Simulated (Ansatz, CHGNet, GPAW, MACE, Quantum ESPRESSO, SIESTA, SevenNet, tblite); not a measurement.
**Forces in Ru(0001) slab (54 atoms), program by program**

Aim: forces of Ru(0001) slab (54 atoms) at one geometry, from other programs and methods, against plane-wave PBE.

Results are calculated, not measured.

### Step 1. The cell

The cell holds 54 atoms (54 Ru), with edges of 8.12, 8.12 and 22.70 Å. Recipe: hcp Ru (a = 2.706 Å, c = 4.282 Å), (0001) slab of 3 repeat layers, 3 x 3 surface cells, 12 Å of vacuum; not relaxed, displaced by a Gaussian of 0.02 Å. Then every atom was moved at random, 0.02 Å r.m.s. a Cartesian component.

### Step 2. The reference input

Quantum ESPRESSO 7.5: Kohn-Sham DFT, PBE, SSSP efficiency 1.3.0 pseudopotentials, plane waves. Its input, pw.in:

```
&control
  calculation = 'scf'
  pseudo_dir = './pseudo'
  outdir = './tmp'
  disk_io = 'none'
  tprnfor = .true.
/
&system
  ibrav = 0
  nat = 54
  ntyp = 1
  ecutwfc = 45
  ecutrho = 360
  nosym = .true.
  occupations = 'smearing'
  smearing = 'fd'
  degauss = 0.003675
/
&electrons
  conv_thr = 2.7e-07
  electron_maxstep = 100
  mixing_beta = 0.2
  mixing_mode = 'local-TF'
  diagonalization = 'david'
/
ATOMIC_SPECIES
Ru 101.070 Ru.upf
CELL_PARAMETERS angstrom
8.11800 0.00000 0.00000
4.05900 7.03039 0.00000
0.00000 0.00000 22.70500
ATOMIC_POSITIONS crystal
Ru 0.99092 0.00056 0.26610
Ru 0.88787 0.22409 0.35782
Ru 0.99900 0.99781 0.45180
Ru 0.90044 0.21479 0.54758
[... 48 atom lines left out ...]
Ru 0.66357 0.66919 0.64250
Ru 0.55823 0.88827 0.73532
K_POINTS gamma
```

```console
$ OMP_NUM_THREADS=1 mpirun -np 4 pw.x -in pw.in > output.txt
```

Elapsed: 3.4 min, on 4 MPI ranks of Arm Neoverse V1, shared host; peak memory 1.8 GiB.

It converged with an r.m.s. force component of 0.55 eV/Å.

### Step 3. The other programs

- CHGNet: machine-learned potential, published weights.
- MACE: machine-learned potential, published weights.
- SIESTA 5.4.2: numerical atomic orbitals, whose automatically made sets are far from complete, with PseudoDojo norm-conserving potentials that we converted to its format (checked against plane waves on the same files for H, C, O, Si, Ge and Ca alone); labels give functional, basis size, energy shift and mesh cutoff.
- SevenNet: machine-learned potential, published weights.

All use the same cell and atoms, and the electronic-structure runs the same k-mesh.

### Step 4. All runs compared

Differences are against the reference: forces as r.m.s. over components, share as that over the reference's r.m.s. force, slope as the fitted ratio of a run's forces to the reference's.

```csv
run,"Δ force, r.m.s. (meV/Å)",share (%),slope,cores,CPU time,memory (GiB)
reference,-,-,-,4,14 min,1.8
CHGNet r2SCAN potential,332,60.6,0.501,1,3.8 s,1.1
MACE MP-0b2 small potential,519,94.6,0.466,1,6.3 s,0.65
"SIESTA BLYP, PBE potentials, DZP, shift 0.01 Ry, mesh 300 Ry",268,48.8,0.705,2,6.3 min,1.2
"SIESTA PBE, DZP, shift 0.01 Ry, mesh 100 Ry (coarse)",96.7,17.6,0.939,2,2 min,0.59
"SIESTA PBE, DZP, shift 0.01 Ry, mesh 300 Ry",91.8,16.7,0.936,2,6.1 min,1.2
"SIESTA PBE, SZP, shift 0.01 Ry, mesh 300 Ry (coarse)",139,25.3,0.927,1,4.8 min,0.85
"SIESTA PBE, TZP, shift 0.01 Ry, mesh 300 Ry",69.8,12.7,0.959,2,9.3 min,1.4
SevenNet 0 potential,440,80.3,0.391,1,7.8 s,0.73
```

Rows marked coarse were listed beforehand as settings not expected to be converged; some can still land near the reference.

Times of the machine-learned potentials are mostly Python's start and the loading of weights.

Runs without a result: GPAW PBE, LCAO dzp, h 0.2 Å (cut off at its time limit); GPAW PBE, LCAO sz(dzp), h 0.2 Å (cut off at its time limit); GPAW LDA, LCAO dzp, h 0.2 Å (cut off at its time limit); GPAW PBE, LCAO szp(dzp), h 0.2 Å (cut off at its time limit).

CPU time is summed over cores on shared hosts, so it is rough.

### Step 5. Findings

Forces lie from 13 % (SIESTA PBE, TZP, shift 0.01 Ry, mesh 300 Ry) to 95 % (MACE MP-0b2 small potential) of the reference's r.m.s. force of 0.55 eV/Å away from it. The PBE runs in local orbitals, coarse settings apart, differ by 13 % (SIESTA PBE, TZP, shift 0.01 Ry, mesh 300 Ry) to 17 % (SIESTA PBE, DZP, shift 0.01 Ry, mesh 300 Ry); basis, grid and potentials can all enter. Machine-learned potentials differ by 61 % (CHGNet r2SCAN potential) to 95 % (MACE MP-0b2 small potential); they were trained on other programs' data, some at another functional. Among those trained on PBE data the slope goes as low as 0.39, with a correlation of 0.60, so directions differ as well as sizes. Rows with another functional or a dispersion term differ by 49 % (SIESTA BLYP, PBE potentials, DZP, shift 0.01 Ry, mesh 300 Ry), which mixes the change of model with differences of basis and potentials, some of them made for another functional.

Runs with settings chosen to be coarse differ by 18 % (SIESTA PBE, DZP, shift 0.01 Ry, mesh 100 Ry) to 25 % (SIESTA PBE, SZP, shift 0.01 Ry, mesh 300 Ry), their programs' other errors included. From SIESTA PBE, DZP, shift 0.01 Ry, mesh 100 Ry to the finer SIESTA PBE, DZP, shift 0.01 Ry, mesh 300 Ry the share goes from 17.6 to 16.7 %, so the grid isn't what parts these runs from the reference.

Caveats: Machine-learned potentials mimic data converged in k, so the reference's own k-point error enters their differences. The electronic-structure runs sample only Γ, in a cell whose shortest periodic width is 7 Å, which is coarse for a cell with partly filled levels. The slab repeats along its normal with no dipole correction. Spin–orbit coupling is left out. The reference has no spin polarisation, so local moments can't form. Where levels are smeared, the DFT runs use Fermi–Dirac occupations at 580 K (0.05 eV), and energies are free energies. The atoms were displaced at random, and shares hang on the size of the forces that this gives. The reference's cutoffs and mesh weren't converged further here.

[Logs are printed without paths, hosts, clocks, repeated set-up lines and the standing remarks that a program may print on its own settings, such as how far it seeks lower states.]

[Hosts, paths, dates, database ids (printed as entryN), source tags and the programs' standing remarks are cut or masked in the printed files.]

[Cells were taken only where this reference lay near another plane-wave run.]
